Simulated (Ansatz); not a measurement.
# ZnO (zincite, P6_3mc): lattice thermal conductivity

Aim: the lattice thermal conductivity of ZnO (zincite) against temperature, and which phonons carry it.

Measurements to reproduce:
- thermal conductivity 60 W/m/K near room temperature (given in “Combining the AFLOW GIBBS and Elastic Libraries to efficiently and robustly screen thermo-mechanical properties of solids”, 2017, arXiv:1611.05714)

Program: Ansatz 0.2.0. Level of theory: DFT r2SCAN, scalar-relativistic, plane waves, PAW; PAW set soft_1. Results are calculated unless marked as measured.

**1. Starting point**

It takes space group P6_3mc (No. 186, hexagonal). The conventional cell has a = 3.249 Å, b = 3.249 Å, c = 5.206 Å, α = 90.00°, β = 90.00°, γ = 120.00°. Nearest to Zn lie 4 O at 1.97 to 1.98 Å. O has 4 Zn at 1.97 to 1.98 Å nearest. Farther neighbours and most contacts between anions are not listed.

Structure file:

```cif
data_structure
_symmetry_space_group_name_H-M 'P6_3mc'
_symmetry_Int_Tables_number 186
_cell_length_a 3.2493
_cell_length_b 3.2493
_cell_length_c 5.2057
_cell_angle_alpha 90.000
_cell_angle_beta 90.000
_cell_angle_gamma 120.000
_cell_volume 47.60
loop_
_atom_site_label
_atom_site_type_symbol
_atom_site_symmetry_multiplicity
_atom_site_Wyckoff_symbol
_atom_site_fract_x
_atom_site_fract_y
_atom_site_fract_z
_atom_site_occupancy
Zn1 Zn 2 b 0.33333 0.66667 0.50000 1
O1 O 2 b 0.66667 0.33333 0.37901 1
```

**2. Probe on a coarse mesh**

Before spending time, one coarse run tells the gap and the pressure of the starting cell.

The input, input.yaml:

```yaml
crystal:
  lattice:
    - [3.249308, 0.0, 0.0]
    - [-1.624654, 2.8139832727, 0.0]
    - [0.0, 0.0, 5.205709]
  atoms:
    - { symbol: Zn, position: [0.3333333333, 0.6666666667, 0.5] }
    - { symbol: Zn, position: [0.6666666667, 0.3333333333, 0.0] }
    - { symbol: O, position: [0.6666666667, 0.3333333333, 0.37901] }
    - { symbol: O, position: [0.3333333333, 0.6666666667, 0.87901] }
kpoints:
  mp_grid: { grid: [6, 6, 4] }
hamiltonian:
  xc: r2scan
  pseudopotentials: { kind: paw, azcp: { folder: soft_1 } }
scf:
  occupations: { method: gaussian, width: 0.1 }
  lower_state_search: "off"
output:
  forces: true
  stress: true
  eigenvalues: true
```

Command:

```
$ ansatz run input.yaml --threads 18 --pin off --max-ram 92160MiB --backend cuda --events-out ev --progress --plain --runs-dir out --max-vram 78GiB
```

Numbers of over 12 decimals in the logs are rounded to 6 here.

Output:

```text
Engine: ansatz 0.2.0, aarch64-unknown-linux-gnu
Pseudopotentials: kind: paw
Pseudopotential: Zn, paw, valence charge 12, recommended cutoff 500 eV (meta_gga), soft_1/Zn.paw.azcp
Pseudopotential: O, paw, valence charge 6, recommended cutoff 500 eV (meta_gga), soft_1/O.paw.azcp
Functional definition: r2SCAN
  parameter k0 = 0.174
  parameter k1 = 0.065
  parameter a1 = 4.9479
  exchange = r2scan_x(k0 = k0, k1 = k1, a1 = a1)
  correlation = r2scan_c
device memory: the entry about to start is reckoned to put 1.1 GiB on a device that reports 160.7 GiB free (of which the cap on the GPU budget leaves the run 78.0 GiB)
GPU FFT provider: cuFFT
GPU libraries: cuBLAS 13.8.1, cuFFT 12.4.0, cuSOLVER 12.3.2
GPU matrix products: emulated (plane waves: as basis.precision tells), large ones in fixed point in workspaces of 1.00 GiB
Crystal: 4 atoms, lattice volume = 47.598 Å³
Basis set: ecut = 500 eV, 1213 PW (Γ), exchange–correlation on 96×96×160 points (64 copies of the dense FFT grid, shifted against one another)
Bands: 22, of which v1, the nominal top of the filled ones, is band 18 counted from 1 (17 counted from 0)
Symmetry: 12 space group operations
Space group: P63mc (ITA 186), of the structure as read, at distance tolerance 3.6e-5 Å
k-points: 21 of 144 (time reversal used)
Non-local potential: Zn, projectors of the file, l = 0: 2, l = 1: 2, l = 2: 3, l = 3: 1
Non-local potential: O, projectors of the file, l = 0: 2, l = 1: 2, l = 2: 1
PAW form: soft (Blöchl's): semilocal exchange-correlation on the pseudo side does not see the compensation charge
PAW frozen core: Zn, regenerated for the run's functional (the file was generated under x = pbe(κ = 0.804, μ = 0.219515), c = pbe(β = 0.066725))
PAW frozen core: O, regenerated for the run's functional (the file was generated under x = pbe(κ = 0.804, μ = 0.219515), c = pbe(β = 0.066725))
PAW one-centre angular grid: Zn, 590 points (default); XC on 160 Gauss nodes
PAW one-centre angular grid: O, 302 points (default); XC on 160 Gauss nodes
Initial density: superposition of atomic densities (chi_scale 0.1, normalization cell, long waves kept (reshape's long-wave potential 0.00 eV rms))
Initial wavefunctions: pseudopotential atomic-orbital guess
GPU buffer pool allocated for 23040 grid points (all kernels)
GPU transforms: local potential and band sums: pruned to the plane-wave sphere, on 24×24×40
Functional: x = r2scan, c = r2scan; τ floored in thin density (d = 2e-4 eV/Å³)
SCF iter   1: F=-7788.058765 eV  HF=-7790.851911 eV  |F-HF|=2.79e0  |Δ(HF+E_count)|=         —  Δρ=1.24e-1  dr2=3.82e0  dr2_τ=8.53e-2  ethr=3.10e-3  ⟨swp⟩=5.2  Hψ=2320  notcnv=0
preconditioner: auto → Resta (q_TF=auto, 2.604 Å⁻¹)  ε∞=5.7  [insulator: Δε(μ)=1.665 eV  Ē_g=14.828 eV  σ=0.100 eV  W_gap=1.00  n_scr=22 (ndim 8)  ℏωp=32.3 eV  f_vac=0.000  D(μ)=0.00/eV (n_scr^D=0)  ε∞_Penn≈5.7]
SCF iter   2: F=-7789.744076 eV  HF=-7789.891353 eV  |F-HF|=1.47e-1  |Δ(HF+E_count)|=   9.61e-1  Δρ=3.02e-2  dr2=3.60e-1  dr2_τ=1.72e-2  ethr=3.10e-3  ⟨swp⟩=3.0  Hψ=1207  notcnv=0
SCF iter   3: F=-7789.803770 eV  HF=-7789.850162 eV  |F-HF|=4.64e-2  |Δ(HF+E_count)|=   4.12e-2  Δρ=2.14e-2  dr2=1.72e-1  dr2_τ=3.93e-3  ethr=1.00e-3  ⟨swp⟩=2.0  Hψ=1134  notcnv=0
SCF iter   4: F=-7789.858573 eV  HF=-7789.850606 eV  |F-HF|=7.97e-3  |Δ(HF+E_count)|=   4.44e-4  Δρ=8.18e-3  dr2=1.50e-2  dr2_τ=5.82e-4  ethr=4.77e-4  ⟨swp⟩=2.0  Hψ=965  notcnv=0
SCF iter   5: F=-7789.859055 eV  HF=-7789.861813 eV  |F-HF|=2.76e-3  |Δ(HF+E_count)|=   1.12e-2  Δρ=3.08e-3  dr2=4.04e-3  dr2_τ=1.71e-4  ethr=4.17e-5  ⟨swp⟩=2.0  Hψ=1131  notcnv=0
SCF iter   6: F=-7789.860810 eV  HF=-7789.860843 eV  |F-HF|=3.36e-5  |Δ(HF+E_count)|=   9.69e-4  Δρ=1.42e-3  dr2=4.89e-4  dr2_τ=8.76e-6  ethr=1.12e-5  ⟨swp⟩=2.7  Hψ=919  notcnv=0
SCF iter   7: F=-7789.860971 eV  HF=-7789.860997 eV  |F-HF|=2.62e-5  |Δ(HF+E_count)|=   1.53e-4  Δρ=3.62e-4  dr2=4.10e-5  dr2_τ=1.74e-6  ethr=1.36e-6  ⟨swp⟩=2.0  Hψ=882  notcnv=0
SCF iter   8: F=-7789.861012 eV  HF=-7789.861012 eV  |F-HF|=4.47e-8  |Δ(HF+E_count)|=   1.51e-5  Δρ=5.38e-5  dr2=1.10e-6  dr2_τ=1.73e-8  ethr=1.14e-7  ⟨swp⟩=2.0  Hψ=793  notcnv=0
SCF iter   9: F=-7789.861012 eV  HF=-7789.861012 eV  |F-HF|=2.84e-9  |Δ(HF+E_count)|=   2.14e-7  Δρ=7.73e-6  dr2=2.17e-8  dr2_τ=1.04e-9  ethr=2.78e-10  ⟨swp⟩=3.5  Hψ=2417  notcnv=0
SCF 1 converged in 9 iterations: F = -7789.861012 eV  dr2 = 2.17e-8
  greatest PAW one-centre occupation: 0.987 electrons in one spin orbital (limit 2), on the Zn atom at site 1 (counted from 0), in its partial waves of l = 2
SCF converged after 9 iterations
Free energy (F): -7789.861012 eV
Harris-Foulkes:  -7789.861012 eV  (|F-HF|=2.84e-9)
Internal energy: -7789.861012 eV  (E = F + TS)
E sigma→0 (E₀):  -7789.861012 eV
Fermi energy:    7.415695 eV
--- Per-component energies (eV) ---
  E_band       = 44.686178
  E_kinetic    = 629.466358
  E_local      = -4458.144998  (includes V_loc(G=0)·N_el)
  E_nonlocal   = 1767.599515
  E_hartree    = 1681.381767
  E_xc         = -280.074984
  E_vxc        = -304.499143  (∫ρ·V_xc dr)
  E_paw        = -4167.065426  (= ΣΔE_a)
  E_vpaw       = -970.446746  (= ΣTr[D̂ρ^β])
  E_aug_tail   = 0.000617  (compensation charges beyond the density's cutoff)
  E_vtau       = 17.943982  (kinetic-family band-sum trace: ∫τ·v_τ [+ j·A + Jᵃ·Aᵃ] dr)
  E_ewald      = -2962.594745
  E_core_change = -0.429116  (= ΣΔE_core)
  E_smearing   = -0.000000  (= −TS)
  E_closure    = 0.000000  (closes the sum)
  Σ components = -7789.861012   (vs F -7789.861012, Δ=0.00e0)
--- Forces (eV/Å), atoms counted from 1 ---
  atom   1  Zn     0.00000000    -0.00000000    -0.06960700
  atom   2  Zn     0.00000000     0.00000000    -0.06960700
  atom   3  O      0.00000000    -0.00000000     0.06958826
  atom   4  O     -0.00000000     0.00000000     0.06958826
  max |Σ_I F_I| component: 3.75e-5 eV/Å
--- Stress (GPa, compression-positive) ---
       -1.621947       0.000000      -0.000000
        0.000000      -1.621947      -0.000000
       -0.000000      -0.000000      -0.095468
  P = ⅓ Tr σ = -1.1131 GPa (-11.131 kbar)
--- Band table (eV; the first three rows and the last of 21) ---
  k-point 0: bands = [... 14 lower, 5.9722, 6.7214, 6.7974, 6.7974, 8.0285, 12.6430, 15.6579, 20.4850]
  k-point 1: bands = [... 14 lower, 6.0958, 6.0958, 6.6796, 6.6796, 9.1211, 12.0741, 16.1786, 19.9783]
  k-point 2: bands = [... 14 lower, 6.3907, 6.3907, 6.3907, 6.3907, 10.7257, 10.7257, 17.6562, 17.6562]
  k-point 20: bands = [... 14 lower, 4.0945, 4.0945, 5.5431, 5.5431, 15.3142, 15.3142, 15.5251, 15.5251]
```

Wall time 1.3 s (1 × NVIDIA GB200 with 18 threads of Arm Neoverse V2, shared host); peak memory 1.1 GiB; 1.9 s of CPU time.

In the SCF lines HF is the Harris–Foulkes energy and dr2 the Hartree energy of the density residual, in eV; the loop may stop once dr2 is under the threshold and the program's other checks hold. Hψ counts applications of the Hamiltonian.

A gap read on the k-mesh alone can miss the band edges.

Numbers from this step:

```
pressure          : -1.113 GPa
gap on the k-mesh : 1.231 eV
volume per atom   : 11.90 Å³/atom
```

Force by atom:

| atom | x (eV/Å) | y (eV/Å) | z (eV/Å) | size |
| --- | --- | --- | --- | --- |
| Zn1 | 0.0000 | 0.0000 | -0.0696 | 0.0696 |
| Zn2 | 0.0000 | 0.0000 | -0.0696 | 0.0696 |
| O3 | 0.0000 | 0.0000 | 0.0696 | 0.0696 |
| O4 | 0.0000 | 0.0000 | 0.0696 | 0.0696 |

The start is under -1.1 GPa at this level and looks like an insulator or semiconductor on this mesh.

**3. Relaxation**

The vibrations must be taken about the equilibrium of this functional, not about the starting cell, so the structure is relaxed.

input.yaml, the sections that differ from step 2:

```yaml
kpoints:
  mp_grid: { grid: [9, 9, 6] }
scf:
  occupations: { method: gaussian, width: 0.02 }
  lower_state_search: "off"
relax:
  adjacent_minimum: "off"
  f_tol: 0.005
  max_steps: 80
  cell: { stress_tol: 0.05 }
# crystal, hamiltonian, output: as in step 2
```

Output:

```text
[...]
Crystal: 4 atoms, lattice volume = 47.598 Å³
Basis set: ecut = 500 eV, 1213 PW (Γ), exchange–correlation on 96×96×160 points (64 copies of the dense FFT grid, shifted against one another)
Bands: 22, of which v1, the nominal top of the filled ones, is band 18 counted from 1 (17 counted from 0)
Symmetry: 12 space group operations
[...]
k-points: 48 of 486 (time reversal used)
[...]
SCF iter   1: F=-7788.062199 eV  HF=-7790.852916 eV  |F-HF|=2.79e0  |Δ(HF+E_count)|=         —  Δρ=1.24e-1  dr2=3.82e0  dr2_τ=8.54e-2  ethr=3.10e-3  ⟨swp⟩=6.0  Hψ=5352  notcnv=0
[...]
SCF iter   2: F=-7789.745860 eV  HF=-7789.892724 eV  |F-HF|=1.47e-1  |Δ(HF+E_count)|=   9.60e-1  Δρ=3.02e-2  dr2=3.59e-1  dr2_τ=1.72e-2  ethr=3.10e-3  ⟨swp⟩=3.0  Hψ=2762  notcnv=0
[...]
SCF iter   9: F=-7789.862466 eV  HF=-7789.862466 eV  |F-HF|=2.18e-9  |Δ(HF+E_count)|=   2.08e-7  Δρ=7.84e-6  dr2=2.20e-8  dr2_τ=1.10e-9  ethr=2.78e-10  ⟨swp⟩=3.5  Hψ=5508  notcnv=0
SCF 1 converged in 9 iterations: F = -7789.862466 eV  dr2 = 2.20e-8
[...]
relax step   1: F+E_penalty+E_count = -7789.86246586 eV  Δ(F+E_penalty+E_count) = +0.000e0 eV  max|allowed force component| = 6.970e-2 eV/Å  Δτ_max = 0.0000 Å  P = -1.110 GPa  Ω = 47.598 Å³  (9 SCF iters, dr2 threshold 1.00e-7 eV, accepted)
[...]
Crystal: 4 atoms, lattice volume = 47.412 Å³
Basis set: ecut = 500 eV, 1177 PW (Γ), exchange–correlation on 96×96×160 points (64 copies of the dense FFT grid, shifted against one another)
[...]
iter 1 solved again at ethr=1.78e-7 eV; its pass at ethr=3.10e-3 eV (dr2=6.40e-5 eV) is discarded
[...]
SCF iter   2: F=-7789.864235 eV  HF=-7789.864248 eV  |F-HF|=1.33e-5  |Δ(HF+E_count)|=   3.79e-4  Δρ=2.67e-4  dr2=2.90e-5  dr2_τ=9.71e-7  ethr=1.78e-7  ⟨swp⟩=2.0  Hψ=2066  notcnv=0
[...]
SCF 2 converged in 5 iterations: F = -7789.864245 eV  dr2 = 1.30e-7
relax step   2: F+E_penalty+E_count = -7789.86424528 eV  Δ(F+E_penalty+E_count) = -1.779e-3 eV  max|allowed force component| = 4.993e-2 eV/Å  Δτ_max = 0.0005 Å  P = -0.542 GPa  Ω = 47.412 Å³  energy of the carried Pulay correction = +1.786e-4 eV  (5 SCF iters, dr2 threshold 4.00e-7 eV, accepted)
[...]
SCF 3 converged in 5 iterations: F = -7789.865087 eV  dr2 = 1.85e-7
relax step   3: F+E_penalty+E_count = -7789.86508709 eV  Δ(F+E_penalty+E_count) = -8.418e-4 eV  max|allowed force component| = 1.511e-2 eV/Å  Δτ_max = 0.0001 Å  P = +0.018 GPa  Ω = 47.233 Å³  energy of the carried Pulay correction = +3.510e-4 eV  (5 SCF iters, dr2 threshold 4.00e-7 eV, accepted)
[...]
relax step   4: F+E_penalty+E_count = -7789.86514609 eV  Δ(F+E_penalty+E_count) = -5.900e-5 eV  max|allowed force component| = 8.994e-4 eV/Å  Δτ_max = 0.0025 Å  P = +0.031 GPa  Ω = 47.228 Å³  energy of the carried Pulay correction = +3.551e-4 eV  (6 SCF iters, dr2 threshold 1.43e-8 eV, accepted)
[...]
relax step   5: F+E_penalty+E_count = -7789.86513992 eV  Δ(F+E_penalty+E_count) = +6.168e-6 eV  max|allowed force component| = 2.687e-5 eV/Å  Δτ_max = 0.0004 Å  P = +0.001 GPa  Ω = 47.238 Å³  energy of the carried Pulay correction = +3.457e-4 eV  (4 SCF iters, dr2 threshold 7.70e-9 eV, accepted)
[...]
SCF iter   4: F=-7789.864778 eV  HF=-7789.864778 eV  |F-HF|=1.10e-9  |Δ(HF+E_count)|=   1.39e-8  Δρ=1.19e-6  dr2=4.50e-10  dr2_τ=2.26e-11  ethr=1.79e-11  ⟨swp⟩=2.0  Hψ=1824  notcnv=0
[...]
SCF iter   6: F=-7789.864778 eV  HF=-7789.864778 eV  |F-HF|=2.73e-12  |Δ(HF+E_count)|=  5.46e-11  Δρ=2.55e-7  dr2=1.91e-11  dr2_τ=2.51e-12  ethr=1.00e-12  ⟨swp⟩=3.0  Hψ=4794  notcnv=0
SCF 6 converged in 6 iterations: F = -7789.864778 eV  dr2 = 1.91e-11
[...]
relax step   6: F+E_penalty+E_count = -7789.86477819 eV  Δ(F+E_penalty+E_count) = +3.617e-4 eV  max|allowed force component| = 1.208e-5 eV/Å  Δτ_max = 0.0000 Å  P = -0.001 GPa  Ω = 47.238 Å³  stress off target by 2.41e-3 GPa  SCF on the basis re-selected at this cell (its energy is not comparable with the rows above)  (6 SCF iters)
basis re-selected at this cell: Δ(F+E_penalty+E_count) = +3.617e-4 eV, ΔP = -0.002 GPa vs the last step (what re-selecting the basis moved, of the pressure what is left beyond the Pulay correction that the steps carried, after the strain that the cell walked since its last selection, with what the two solves' SCF thresholds leave and, on support functions, any second-order correction that the steps lacked; it is no m [...]
SCF converged after 6 iterations
Free energy (F): -7789.864778 eV
[...]
Internal energy: -7789.864778 eV  (E = F + TS)
E sigma→0 (E₀):  -7789.864778 eV
Fermi energy:    7.535001 eV
[...]
--- Forces (eV/Å), atoms counted from 1 ---
  atom   1  Zn     0.00000000     0.00000000     0.00001789
  atom   2  Zn     0.00000000    -0.00000000     0.00001789
  atom   3  O      0.00000000     0.00000000    -0.00000627
  atom   4  O     -0.00000000    -0.00000000    -0.00000627
  max |Σ_I F_I| component: 2.32e-5 eV/Å
--- Stress (GPa, compression-positive) ---
       -0.002408       0.000000      -0.000000
        0.000000      -0.002408       0.000000
        0.000000       0.000000       0.002012
  P = ⅓ Tr σ = -0.0009 GPa (-0.009 kbar)
--- Band table (eV; the first three rows and the last of 48) ---
  k-point 0: bands = [... 14 lower, 6.1026, 6.8206, 6.9176, 6.9176, 8.1522, 12.8003, 15.7476, 20.6888]
  k-point 1: bands = [... 14 lower, 6.1584, 6.3200, 6.8644, 6.8644, 8.7446, 12.5278, 15.9898, 20.6897]
  k-point 2: bands = [... 14 lower, 6.3101, 6.3101, 6.7180, 6.7180, 9.7764, 11.8199, 16.6698, 19.2245]
  k-point 47: bands = [... 14 lower, 4.1763, 4.1763, 5.6278, 5.6278, 15.4504, 15.4504, 15.6459, 15.6459]
--- Relaxed structure (5 steps of the walk, 5 accepted, 1 SCFs on fresh bases) ---
  F+E_penalty+E_count = -7789.86477819 eV   max|allowed force component| = 1.208e-5 eV/Å   (the final SCF, on the basis selected at the relaxed cell)
  cell:  # Å, volume = 47.2382 Å³
    - [3.235278, 0.0, 0]
    - [-1.617639, 2.801833, -1.697068458708604e-19]
    - [0, -3.1394801222849823e-19, 5.211219]
  atoms:
    - { symbol: Zn, position: [0.333333, 0.666667, 0.499672] }
    - { symbol: Zn, position: [0.666667, 0.333333, -0.000328482] }
    - { symbol: O, position: [0.666667, 0.333333, 0.379338] }
    - { symbol: O, position: [0.333333, 0.666667, 0.879338] }
```

The job ended after 4.2 s (1 × NVIDIA GB200 with 18 threads; peak memory 1.1 GiB).

Relaxation path:

| step | energy less that of the first step (eV) | largest force component (eV/Å) | pressure (GPa) | volume (Å³) |
| --- | --- | --- | --- | --- |
| 1 | 0.0000 | 0.0697 | -1.11 | 47.60 |
| 2 | -0.0018 | 0.0499 | -0.54 | 47.41 |
| 3 | -0.0026 | 0.0151 | 0.02 | 47.23 |
| 4 | -0.0027 | 0.0009 | 0.03 | 47.23 |
| 5 | -0.0027 | 0.0000 | 0.00 | 47.24 |
| 6* | -0.0023 | 0.0000 | 0.00 | 47.24 |

Relaxation steps marked * repeat the geometry before them on a plane-wave basis chosen anew for their cell, so energy and pressure can jump there.

Forces are held to the 12 operations that the run works with; a distortion that breaks them can't arise in this run.

| conventional cell, symmetrised | before | after | change |
| --- | --- | --- | --- |
| a (Å) | 3.249 | 3.235 | -0.4 % |
| b (Å) | 3.249 | 3.235 | -0.4 % |
| c (Å) | 5.206 | 5.211 | +0.1 % |
| volume (Å³/atom) | 11.90 | 11.81 | -0.8 % |

This step gave:

```yaml
pressure: -9.35e-4 GPa
gap_on_the_k_mesh: 1.235 eV
volume_per_atom: 11.81 Å³/atom
```

The relaxation ends with a largest force component of 1.2e-5 eV/Å and a pressure of 0.00 GPa.

**4. Tight relaxation**

The relaxation is repeated with tighter thresholds on force and stress, since phonons are sensitive to what is left; a change of mesh or smearing in the input moves the cell too.

input.yaml, the sections that differ from step 3:

```yaml
crystal:
  lattice:
    - [3.2352784346, 0.0, 0.0]
    - [-1.6176392173, 2.8018333127, 0.0]
    - [0.0, 0.0, 5.2112189811]
  atoms:
    - { symbol: Zn, position: [0.3333333333, 0.6666666667, 0.4996715184] }
    - { symbol: Zn, position: [0.6666666667, 0.3333333333, -0.0003284816] }
    - { symbol: O, position: [0.6666666667, 0.3333333333, 0.3793384816] }
    - { symbol: O, position: [0.3333333333, 0.6666666667, 0.8793384816] }
scf:
  occupations: { method: fixed }
  lower_state_search: "off"
relax:
  adjacent_minimum: "off"
  f_tol: 0.001
  max_steps: 60
  cell: { stress_tol: 0.01 }
# kpoints, hamiltonian, output: as in step 3
```

Output:

```text
[...]
GPU FFT provider: cuFFT
GPU libraries: cuBLAS 13.8.1, cuFFT 12.4.0, cuSOLVER 12.3.2
[...]
Crystal: 4 atoms, lattice volume = 47.238 Å³
Basis set: ecut = 500 eV, 1165 PW (Γ), exchange–correlation on 96×96×160 points (64 copies of the dense FFT grid, shifted against one another)
[...]
--- Relaxed structure (1 steps of the walk, 1 accepted, 1 SCFs on fresh bases) ---
[...]
cell:  # Å, volume = 47.2382 Å³
    - [3.235278, 0.0, 0.0]
    - [-1.617639, 2.801833, 0.0]
    - [0.0, 0.0, 5.2112189811]
  atoms:
    - { symbol: Zn, position: [0.333333, 0.666667, 0.4996715184] }
    - { symbol: Zn, position: [0.666667, 0.333333, -0.0003284816] }
    - { symbol: O, position: [0.666667, 0.333333, 0.3793384816] }
    - { symbol: O, position: [0.333333, 0.666667, 0.879338] }
[key lines of the parts left out:]
SCF converged after 7 iterations
Free energy (F): -7789.864778 eV
Fermi energy:    6.917586 eV
P = ⅓ Tr σ = -0.0009 GPa (-0.009 kbar)
```

Run time: 2 s. Hardware: 1 × NVIDIA GB200 with 18 threads; peak memory 1.1 GiB.

Little changed from the start: no atom moved by 0.005 Å and no cell edge by 0.1 %.

This step gave:

| Quantity | Value |
| --- | --- |
| pressure | -9.24e-4 GPa |

The residual pressure is -9.2e-4 GPa, small enough for phonons.

[end of part 1 of 3]

[Logs are printed without paths, hosts, clocks, repeated set-up lines and the standing remarks that a program may print on its own settings, such as how far it seeks lower states.]

[Hosts, paths, dates, database ids (printed as entryN), source tags and the programs' standing remarks are cut or masked in the printed files.]

[A step with changed settings may run another functional than the one named; its input shows which.]
